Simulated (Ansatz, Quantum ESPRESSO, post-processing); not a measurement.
# Work function of W(100), 5 layers, one monolayer of Si on top sites, part 2 of 2

Wanted: work functions and the surface dipole of W(100), 5 layers, one monolayer of Si on top sites at several levels, with their cost.

Quantum ESPRESSO 7.5; plane-wave DFT, PBE, GBRV ultrasoft pseudopotentials; geometry and cross-check by Ansatz 0.2.0 with PAW datasets.

So far. Step 8 (Ground state: open boundaries by the effective …): The upper level is 5.220 eV against 5.221 eV from the periodic run.

**9. Ground state: LDA, PseudoDojo norm-conserving**

The geometry stays; functional or pseudopotentials change.

Level of this step: plane-wave DFT, LDA, PseudoDojo norm-conserving pseudopotentials (Quantum ESPRESSO 7.5).

File dojo-lda.in:

```
&control
  prefix = 'dojo-lda'
  outdir = './out'
  pseudo_dir = './pseudo'
  calculation = 'scf'
  tprnfor = .true.
/
&system
  ibrav = 0
  nat = 6
  ntyp = 2
  ecutwfc = 62
  ecutrho = 248
  occupations = 'smearing'
  smearing = 'mv'
  degauss = 0.02
  assume_isolated = 'esm'
  esm_bc = 'bc1'
/
&electrons
  conv_thr = 1e-07
  mixing_beta = 0.4
  electron_maxstep = 120
  mixing_mode = 'local-TF'
/
ATOMIC_SPECIES
  W   183.8400  W.dojo-sr-lda-0.4.1-standard.upf
  Si  28.0850  Si.dojo-sr-lda-0.4.1-standard.upf
CELL_PARAMETERS angstrom
  3.16000000000000 0.00000000000000 0.00000000000000
  0.00000000000000 3.16000000000000 0.00000000000000
  0.00000000000000 0.00000000000000 25.32000000000000
ATOMIC_POSITIONS crystal
  W   0.000000000000 0.000000000000 -0.172733097252
  W   0.500000000000 0.500000000000 -0.110331833452
  W   0.000000000000 0.000000000000 -0.047930569552
  W   0.500000000000 0.500000000000 0.016679539098
  W   -0.000000000000 -0.000000000000 0.076410084878
  Si  -0.000000000000 -0.000000000000 0.172733097252
K_POINTS automatic
  8 8 1 0 0 0
```

Started as:

```sh
> OMP_NUM_THREADS=1 mpirun -n 4 pw.x -nk 4 -in dojo-lda.in > dojo-lda.out
```

Run time: 3 min. Hardware: 4 MPI ranks of Arm Neoverse V2, shared host; peak memory 0.85 GiB.

Numbers from this step:

```
free energy                                                    : -10439.8207 eV
Fermi energy                                                   : -4.928 eV
vacuum line at the lower end of the cell, over the Fermi level : 4.499 eV
vacuum line at the upper end of the cell, over the Fermi level : 5.357 eV
```

The potential energy, planar mean oscillates, so the rows of the table below give means over windows of 1.58 Å about each position, cut where the curve ends. Its maxima inside the range that stand out by 2 % of the span (Å: eV): -3.6: -8.46, -2.0: -8.95, -0.4: -7.90, 1.2: -9.66, 3.3: 2.44. Its minima: -4.3: -31.2, -2.7: -31.7, -1.3: -31.6, 0.4: -31.8, 1.9: -31.3, 4.4: -9.85.

Electrostatic potential energy of an electron; zero at the Fermi level. Table of potential energy, planar mean by z; means over each step:

z (Å), potential energy, planar mean (eV) and a bar from the least value:
```
   -11.87        4.5 #############################
   -10.29        4.5 #############################
    -8.71        4.5 #############################
    -7.13        4.4 #############################
    -5.55       -0.9 #######################
    -3.97      -18.8 #
    -2.39      -19.3 
    -0.81      -18.7 #
     0.77      -19.6 
     2.35      -14.6 ######
     3.93       -4.0 ###################
     5.51        1.8 ##########################
     7.09        5.3 ##############################
     8.67        5.4 ##############################
    10.25        5.4 ##############################
    11.83        5.4 ##############################
```

The upper face goes from 5.220 eV (PBE, GBRV) to 5.357 eV, a change of +0.138 eV.

**10. Ground state: PW91, GBRV ultrasoft**

Level of this step: plane-wave DFT, PW91, GBRV ultrasoft pseudopotentials made under PBE (Quantum ESPRESSO 7.5). input_dft overrides the functional of the files.

gbrv-pw91.in is the input of step 9 with these lines changed:

```diff
@@ -1,3 +1,3 @@
 &control
-  prefix = 'dojo-lda'
+  prefix = 'gbrv-pw91'
   outdir = './out'
@@ -11,4 +11,5 @@
   ntyp = 2
-  ecutwfc = 62
-  ecutrho = 248
+  ecutwfc = 40
+  ecutrho = 200
+  input_dft = 'pw91'
   occupations = 'smearing'
@@ -26,4 +27,4 @@
 ATOMIC_SPECIES
-  W   183.8400  W.dojo-sr-lda-0.4.1-standard.upf
-  Si  28.0850  Si.dojo-sr-lda-0.4.1-standard.upf
+  W   183.8400  w_pbe_v1.2.uspp.F.UPF
+  Si  28.0850  si_pbe_v1.uspp.F.UPF
 CELL_PARAMETERS angstrom
```

Started as:

```sh
> OMP_NUM_THREADS=1 mpirun -n 4 pw.x -nk 4 -in gbrv-pw91.in > gbrv-pw91.out
```

It took 1.8 min on 4 MPI ranks; peak memory 0.97 GiB; 7.3 min of CPU time.

This step gave:

* free energy: -10962.4254 eV
* Fermi energy: -4.745 eV
* vacuum line at the lower end of the cell, over the Fermi level: 4.250 eV
* vacuum line at the upper end of the cell, over the Fermi level: 5.240 eV

The potential energy, planar mean oscillates, so the rows of the table below give means over windows of 1.64 Å about each position, cut where the curve ends. Its maxima inside the range that stand out by 2 % of the span (Å: eV): -3.6: -7.95, -2.0: -8.43, -0.3: -7.58, 1.2: -8.72, 3.3: 2.25. Its minima: -4.3: -10.2, -2.8: -10.7, -1.3: -10.6, 0.5: -10.5, 1.9: -10.2, 4.3: -9.23.

Electrostatic potential energy of an electron; zero at the Fermi level. Potential energy, planar mean against z; means over each step:

```
 z (Å)  potential energy, planar mean (eV)
-11.84                                4.25
-10.20                                4.25
 -8.56                                4.24
 -6.92                                4.00
 -5.28                               -2.37
 -3.64                               -9.20
 -2.00                               -9.61
 -0.36                               -9.08
  1.28                               -9.55
  2.92                               -1.89
  4.56                               -4.87
  6.20                                4.54
  7.84                                5.23
  9.48                                5.24
 11.12                                5.24
```

The upper face goes from 5.220 eV (PBE, GBRV) to 5.240 eV, a change of +0.020 eV.

**11. Self-consistent run: vdW-DF-cx, GBRV ultrasoft**

Level of this step: plane-wave DFT, vdW-DF-cx, GBRV ultrasoft pseudopotentials made under PBE (Quantum ESPRESSO 7.5). input_dft overrides the functional of the files.

gbrv-vdw-df-cx.in is the input of step 10 with these lines changed:

```diff
@@ -1,3 +1,3 @@
 &control
-  prefix = 'gbrv-pw91'
+  prefix = 'gbrv-vdw-df-cx'
   outdir = './out'
@@ -13,3 +13,3 @@
   ecutrho = 200
-  input_dft = 'pw91'
+  input_dft = 'vdw-df-cx'
   occupations = 'smearing'
```

Started as:

```sh
> OMP_NUM_THREADS=1 mpirun -n 4 pw.x -nk 4 -in gbrv-vdw-df-cx.in > gbrv-vdw-df-cx.out
```

Run time: 2.2 min. Hardware: 4 MPI ranks; peak memory 1 GiB; 8.9 min of CPU time.

This step gave:

| Quantity | Value |
| --- | --- |
| free energy | -10942.1785 eV |
| Fermi energy | -4.840 eV |
| vacuum line at the lower end of the cell, over the Fermi level | 4.387 eV |
| vacuum line at the upper end of the cell, over the Fermi level | 5.292 eV |

Electrostatic potential energy of an electron; zero at the Fermi level. Potential energy, planar mean against z:

z (Å), potential energy, planar mean (eV) and a bar from the least value:
```
    -12.5        4.4 ############################
    -12.0        4.4 ############################
    -11.5        4.4 ############################
    -11.0        4.4 ############################
    -10.5        4.4 ############################
    -10.0        4.4 ############################
     -9.5        4.4 ############################
     -9.0        4.4 ############################
     -8.5        4.4 ############################
     -8.0        4.4 ############################
     -7.5        4.3 ############################
     -7.0        4.2 ############################
     -6.5        4.0 ###########################
     -6.0        3.2 ##########################
     -5.5        0.8 #####################
     -5.0       -5.0 ##########
     -4.5       -9.7 #
     -4.0       -9.1 ##
     -3.5       -7.9 #####
     -3.0      -10.1 #
     -2.5       -9.9 #
     -2.0       -8.3 ####
     -1.5       -9.9 #
     -1.0      -10.0 #
     -0.5       -7.6 #####
      0.0       -8.8 ###
      0.5      -10.3 
      1.0       -8.8 ###
      1.5       -9.2 ##
      2.0       -9.8 #
      2.5       -5.3 ##########
      3.0        1.2 ######################
      3.5        1.4 ######################
      4.0       -5.8 #########
      4.5       -8.9 ###
      5.0       -2.2 ################
      5.5        3.0 ##########################
      6.0        4.6 #############################
      6.5        5.1 ##############################
      7.0        5.2 ##############################
      7.5        5.3 ##############################
      8.0        5.3 ##############################
      8.5        5.3 ##############################
      9.0        5.3 ##############################
      9.5        5.3 ##############################
     10.0        5.3 ##############################
     10.5        5.3 ##############################
     11.0        5.3 ##############################
     11.5        5.3 ##############################
     12.0        5.3 ##############################
     12.5        5.3 ##############################
```

The upper face goes from 5.220 eV (PBE, GBRV) to 5.292 eV, a change of +0.072 eV.

**12. Ground state: no dipole correction**

What happens without any correction? The same slab is run as a plain periodic cell.

Level of this step: plane-wave DFT, PBE, GBRV ultrasoft pseudopotentials (Quantum ESPRESSO 7.5).

File nodip.in:

```
&control
  prefix = 'nodip'
  outdir = './out'
  pseudo_dir = './pseudo'
  calculation = 'scf'
  tprnfor = .true.
/
&system
  ibrav = 0
  nat = 6
  ntyp = 2
  ecutwfc = 40
  ecutrho = 200
  occupations = 'smearing'
  smearing = 'mv'
  degauss = 0.02
/
&electrons
  conv_thr = 1e-07
  mixing_beta = 0.4
  electron_maxstep = 120
  mixing_mode = 'local-TF'
/
ATOMIC_SPECIES
  W   183.8400  w_pbe_v1.2.uspp.F.UPF
  Si  28.0850  si_pbe_v1.uspp.F.UPF
CELL_PARAMETERS angstrom
  3.16000000000000 0.00000000000000 0.00000000000000
  0.00000000000000 3.16000000000000 0.00000000000000
  0.00000000000000 0.00000000000000 25.32000000000000
ATOMIC_POSITIONS crystal
  W   0.000000000000 0.000000000000 0.327804107400
  W   0.500000000000 0.500000000000 0.390205371200
  W   0.000000000000 0.000000000000 0.452606635100
  W   0.500000000000 0.500000000000 0.517216743749
  W   -0.000000000000 -0.000000000000 0.576947289530
  Si  -0.000000000000 -0.000000000000 0.673270301903
K_POINTS automatic
  8 8 1 0 0 0
```

Started as:

```sh
> OMP_NUM_THREADS=1 mpirun -n 4 pw.x -nk 4 -in nodip.in > nodip.out
```

The job ended after 45 s (4 MPI ranks; peak memory 0.97 GiB).

**13. Potential by pp.x**

File nodip.pot.in:

```
&inputpp
  prefix = 'nodip'
  outdir = './out'
  filplot = 'nodip.pot.dat'
  plot_num = 11
/
```

Started as:

```sh
> OMP_NUM_THREADS=1 mpirun -n 4 pp.x -in nodip.pot.in > nodip.pot.out
```

Wall time 1.1 s (4 MPI ranks); peak memory 0.16 GiB.

The potential energy, planar mean oscillates, so the rows of the table below give means over windows of 1.58 Å about each position, cut where the curve ends. Its maxima inside the range that stand out by 2 % of the span (Å: eV): 9.1: -8.00, 10.7: -8.47, 12.3: -7.61, 13.8: -8.77, 15.9: 2.24, 19.8: 5.09. Its minima: 8.3: -10.2, 10.0: -10.7, 11.5: -10.7, 13.1: -10.5, 14.5: -10.2, 17.1: -9.24.

Electrostatic potential energy of an electron; zero at the Fermi level. Table of potential energy, planar mean by z; means over each step:

z (Å), potential energy, planar mean (eV) and a bar from the least value:
```
     0.79        4.6 #############################
     2.37        4.5 #############################
     3.95        4.4 #############################
     5.53        4.1 ############################
     7.11       -0.2 ###################
     8.69       -9.0 #
    10.27       -9.6 
    11.85       -9.2 #
    13.43       -9.6 
    15.01       -5.9 #######
    16.59       -3.8 ############
    18.17        1.5 #######################
    19.75        5.1 ##############################
    21.33        5.0 ##############################
    22.91        4.9 ##############################
    24.49        4.8 #############################
```

The vacuum now slopes by 77 meV/Å: the images' field stands in it, and it also polarises the slab.

**14. All levels side by side**

All levels:

| level | upper face (eV) | lower face (eV) | dipole (e Å) | CPU time (s) |
| --- | --- | --- | --- | --- |
| QE PBE GBRV, sawtooth | 5.221 | 4.206 | -0.05603 | 421.5 |
| QE PBE GBRV, ESM bc1 | 5.22 | 4.215 | - | 500.7 |
| QE LDA PseudoDojo norm-conserving, ESM bc1 | 5.357 | 4.499 | - | 716.2 |
| QE PW91 GBRV ultrasoft, ESM bc1 | 5.24 | 4.25 | - | 436.1 |
| QE vdW-DF-cx GBRV ultrasoft, ESM bc1 | 5.292 | 4.387 | - | 533.6 |
| QE PBE GBRV, periodic uncorrected (sloping vacuum, so no single level) | 4.909 | 4.495 | - | 180.8 |
| Ansatz PBE PAW, sawtooth (time of the whole relaxation) | 5.198 | 4.219 | -0.05402 | 65.36 |

The times are CPU seconds on a shared host; the codes use unlike cutoffs, datasets and smearings, so their times compare unlike work.

**15. Ground state, with smearing = gaussian, degauss = 0.01 and eopreg = 0.01**

A sensitivity test on the input.

File scf.w0.in:

```
&control
  prefix = 'scf.w0'
  outdir = './out'
  pseudo_dir = './pseudo'
  calculation = 'scf'
  tprnfor = .true.
  tefield = .true.
  dipfield = .true.
/
&system
  ibrav = 0
  nat = 6
  ntyp = 2
  ecutwfc = 40
  ecutrho = 200
  occupations = 'smearing'
  smearing = 'gaussian'
  degauss = 0.01
  edir = 3
  emaxpos = 0.97
  eopreg = 0.01
  eamp = 0.0
/
&electrons
  conv_thr = 1e-07
  mixing_beta = 0.4
  electron_maxstep = 120
  mixing_mode = 'local-TF'
/
ATOMIC_SPECIES
  W   183.8400  w_pbe_v1.2.uspp.F.UPF
  Si  28.0850  si_pbe_v1.uspp.F.UPF
CELL_PARAMETERS angstrom
  3.16000000000000 0.00000000000000 0.00000000000000
  0.00000000000000 3.16000000000000 0.00000000000000
  0.00000000000000 0.00000000000000 25.32000000000000
ATOMIC_POSITIONS crystal
  W   0.000000000000 0.000000000000 0.327804107400
  W   0.500000000000 0.500000000000 0.390205371200
  W   0.000000000000 0.000000000000 0.452606635100
  W   0.500000000000 0.500000000000 0.517216743749
  W   -0.000000000000 -0.000000000000 0.576947289530
  Si  -0.000000000000 -0.000000000000 0.673270301903
K_POINTS automatic
  8 8 1 0 0 0
```

Started as:

```sh
> OMP_NUM_THREADS=1 mpirun -n 4 pw.x -nk 4 -in scf.w0.in > scf.w0.out
```

The job ended after 1.8 min (4 MPI ranks; peak memory 1.1 GiB).

Beside the run it was changed from:

```
                     quantity   this run  unchanged run  difference
dipole along the normal (e·Å)   -0.05709       -0.05603     -0.0011
             free energy (eV)  -10950.95      -10950.91      -0.040
                wall time (s)        106            105            
               SCF iterations         24             23
```

The free energy moves by -6.6 meV an atom.

The free energy holds the smearing's entropy term, so it moves with degauss by construction.

The physical values in this table move by up to 1.9 %.

**16. Electrostatic potential**

The follow-up step for that run.

File scf.w0.pot.in:

```
&inputpp
  prefix = 'scf.w0'
  outdir = './out'
  filplot = 'scf.w0.pot.dat'
  plot_num = 11
/
```

Started as:

```sh
> OMP_NUM_THREADS=1 mpirun -n 4 pp.x -in scf.w0.pot.in > scf.w0.pot.out
```

The job ended after 1.1 s (4 MPI ranks; peak memory 0.16 GiB; 3.9 s of CPU time).

Beside the run it was changed from:

```
                                                                  quantity  this run  unchanged run  difference
                                      work function of the upper face (eV)     5.221          5.221     -1.7e-4
                                      work function of the lower face (eV)     4.186          4.206      -0.020
   upper vacuum line continued to the top atoms, over the Fermi level (eV)     5.220          5.220     -1.1e-4
lower vacuum line continued to the bottom atoms, over the Fermi level (eV)     4.183          4.202      -0.019
                                                             wall time (s)       1.1            1.1
```

Levels move by up to 20 meV, which is small.

**17. SCF with pw.x, with K_POINTS = [1, 1, 1]**

Another try, with an input changed as a hurried user might.

File scf.bad.in:

```
&control
  prefix = 'scf.bad'
  outdir = './out'
  pseudo_dir = './pseudo'
  calculation = 'scf'
  tprnfor = .true.
  tefield = .true.
  dipfield = .true.
/
&system
  ibrav = 0
  nat = 6
  ntyp = 2
  ecutwfc = 40
  ecutrho = 200
  occupations = 'smearing'
  smearing = 'mv'
  degauss = 0.02
  edir = 3
  emaxpos = 0.97
  eopreg = 0.04
  eamp = 0.0
/
&electrons
  conv_thr = 1e-07
  mixing_beta = 0.4
  electron_maxstep = 100
  mixing_mode = 'local-TF'
/
ATOMIC_SPECIES
  W   183.8400  w_pbe_v1.2.uspp.F.UPF
  Si  28.0850  si_pbe_v1.uspp.F.UPF
CELL_PARAMETERS angstrom
  3.16000000000000 0.00000000000000 0.00000000000000
  0.00000000000000 3.16000000000000 0.00000000000000
  0.00000000000000 0.00000000000000 25.32000000000000
ATOMIC_POSITIONS crystal
  W   0.000000000000 0.000000000000 0.327804107400
  W   0.500000000000 0.500000000000 0.390205371200
  W   0.000000000000 0.000000000000 0.452606635100
  W   0.500000000000 0.500000000000 0.517216743749
  W   -0.000000000000 -0.000000000000 0.576947289530
  Si  -0.000000000000 -0.000000000000 0.673270301903
K_POINTS automatic
  1 1 1 0 0 0
```

Started as:

```sh
> OMP_NUM_THREADS=1 mpirun -n 4 pw.x -nk 1 -in scf.bad.in > scf.bad.out
```

The job ended after 21 s (4 MPI ranks; peak memory 0.73 GiB).

Residual by cycle:

cycle, log10 residual and a bar from the least value:
```
        1        1.3 ##############################
        4        0.4 ###########################
        7       -0.4 ########################
       10       -0.6 #######################
       13       -0.8 ######################
       16       -0.8 ######################
       19       -2.3 #################
       22       -3.6 ############
       25       -2.9 ###############
       28       -5.6 #####
       31       -6.3 ###
       34       -7.0
```

The SCF loop closed, but a setting was changed on purpose, so the numbers serve as a test and not as the result.

The fault put into the input: the zone centre alone in the plane of the slab (K_POINTS = [1, 1, 1]).

Beside the run it was changed from:

```csv
quantity,this run,unchanged run,difference
dipole along the normal (e·Å),0.07988,-0.05603,0.14
free energy (eV),-10956.15,-10950.91,-5.2
wall time (s),21,105,
SCF iterations,34,23,
```

The free energy moves by -8.7e+02 meV an atom.

The physical values in this table move by up to 2.4e+02 %.

**18. Electrostatic potential**

File scf.bad.pot.in:

```
&inputpp
  prefix = 'scf.bad'
  outdir = './out'
  filplot = 'scf.bad.pot.dat'
  plot_num = 11
/
```

Started as:

```sh
> OMP_NUM_THREADS=1 mpirun -n 4 pp.x -in scf.bad.pot.in > scf.bad.pot.out
```

It took 1.1 s on 4 MPI ranks; peak memory 0.16 GiB; 3.8 s of CPU time.

Beside the run it was changed from:

| quantity | this run | unchanged run | difference |
| --- | --- | --- | --- |
| work function of the upper face (eV) | 4.420 | 5.221 | -0.80 |
| work function of the lower face (eV) | 5.867 | 4.206 | 1.7 |
| upper vacuum line continued to the top atoms, over the Fermi level (eV) | 4.419 | 5.220 | -0.80 |
| lower vacuum line continued to the bottom atoms, over the Fermi level (eV) | 5.860 | 4.202 | 1.7 |
| wall time (s) | 1.1 | 1.1 |  |

Levels move by up to 1661 meV, so the change matters at the level of the results.

**19. The arithmetic**

In the first self-consistent run, on its own zero, the Fermi level is 4.726 eV and the upper vacuum level 9.947 eV: φ = 9.947 − (4.726) = 5.221 eV.

The dipole of -0.2691 D is -0.0560 e Å (1 D = 0.20819 e Å). A dipole layer steps the potential by e p/(ε₀A), with e/ε₀ = 180.95 V Å: 180.95 × 0.0560 / 9.986 = 1.015 eV, against 1.016 eV between the two work functions.

**20. Summary of results**

| Item | Value |
| --- | --- |
| work function of the covered face, PBE, GBRV | 5.22 eV |
| work function of the bare face, PBE, GBRV | 4.21 eV |
| covered face by ESM | 5.22 eV |
| dipole along the normal | -0.0560 e·Å |
| covered face by Ansatz | 5.20 eV |

What this shows: At the first level (PBE, GBRV ultrasoft) the work function comes to 5.22 eV on the upper face and 4.21 eV on the lower. The Si layer ends 2.44 Å above the top metal plane and raises the work function by 1.02 eV against the bare face. This is the step −180.95 p/A = +1.02 eV of the slab's dipole p = -0.05603 e Å, which the dipole correction builds in. The bare face is held at bulk positions, so it is no relaxed clean surface. ESM differs from the periodic treatment by -2 meV on the upper face and +9 meV on the lower. Over the levels tried, the uncorrected run apart, the upper face spans 5.20 eV (Ansatz PBE PAW, sawtooth) to 5.36 eV (QE LDA PseudoDojo norm-conserving, ESM bc1). Without a correction the vacuum potential slopes by 77 meV/Å, so no single vacuum level can be read. Quantum ESPRESSO and Ansatz give 5.22 and 5.20 eV for the upper face, which agree. Ansatz ran with Fermi-Dirac smearing of 0.1 eV against cold smearing of 0.02 Ry, which alone can move a level by some tens of meV. With 8×8 points and so few layers the values hold to some 0.05 to 0.1 eV. The slab is cut at a tabulated measured bulk lattice constant, given to two decimals. A full 1×1 monolayer may not be the stable structure at this coverage. Spin-orbit coupling is left out; depending on the atoms that carry the levels of interest, it can split and shift them by tenths of an eV to an eV or more.

[Logs are printed without paths, hosts, clocks, repeated set-up lines and the standing remarks that a program may print on its own settings, such as how far it seeks lower states.]

[Hosts, paths, dates, database ids (printed as entryN), source tags and the programs' standing remarks are cut or masked in the printed files.]

[Maps of the electrostatic potential energy from Ansatz leave out the sawtooth potential of an applied field or a dipole correction, so their vacuum need not be flat; planar profiles and work functions include it.]
